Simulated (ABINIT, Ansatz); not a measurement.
Entries from a set of simulations; values are calculated unless marked as measured.

Quasiparticle gap of Al2O3 (Corundum) in ABINIT. Symmetry: R-3c, No. 167, trigonal system. Conventional cell: a = 4.760 Å, b = 4.760 Å, c = 12.996 Å, α = 90.00°, β = 90.00°, γ = 120.00°. Nearest to Al lie 6 O at 1.85 to 1.97 Å. Nearest to O lie 4 Al at 1.85 to 1.97 Å. Farther neighbours, and contacts between anions beyond the nearest, are not listed. The calculation used RPA screening on PBE, plane waves, norm-conserving pseudopotentials (and 2 further levels or steps) in ABINIT 10.8.3, with cutoff 36 Ha, PseudoDojo scalar-relativistic 0.4.1 standard, norm-conserving, potential set dojo-sr-pbe-0.4.1-standard, ngkpt (4, 4, 4), nband 277, ecuteps 8 Ha, inclvkb 2, shiftk (0, 0, 0), symchi 1, awtr 1, frequency ppm, 4×4×4 k-mesh. The PBE gap is 6.27 eV, direct, the G0W0 gap on the mesh is 8.55 eV and the GW settings are 4×4×4 mesh, 277 bands, screening to 217.7 eV, Godby-Needs plasmon pole. The known limits are short of the basis limit. It took 4 runs, 34 min in all on 4 MPI ranks of Arm Neoverse V1, shared host. G0W0 moves the gap on the mesh from 6.27 eV to 8.55 eV (+2.28 eV), with Z of 0.81 and 0.85 at the edges. Local fields lower the RPA ε∞ on this mesh from 3.26 to 3.03. The program's warnings: nkpt*nsppol () is not a multiple of nproc spkpt (). The cell and positions come from the Crystallography Open Database and are kept as given unless a step says otherwise.

[Paths, hosts, dates, memory and timing lines, banners, echoed tables and standing remarks are left out of the program output; an Ansatz launch command may be rebuilt from the run's recorded settings. Measured values are a selection of at most five: reports struck by readers or far from the other reports are left out. None is set beside runs whose start may be inverted or whose files or cutoffs have a known fault.]

[Runs of the session that timed out or met a known fault of the program may be left out.]

[Hosts, paths, dates, database ids (printed as entryN), source tags and the programs' standing remarks are cut or masked in the printed files.]

[G0W0 gaps are taken among the corrected bands and points alone; a level outside them can change the order at an edge.]

[Where Ansatz stands beside ABINIT at settings called matched, ABINIT's density can come from a denser mesh and the files from another edition; pairs whose starting gaps differed by over 0.03 eV were left out, so agreement reads better than it is.]
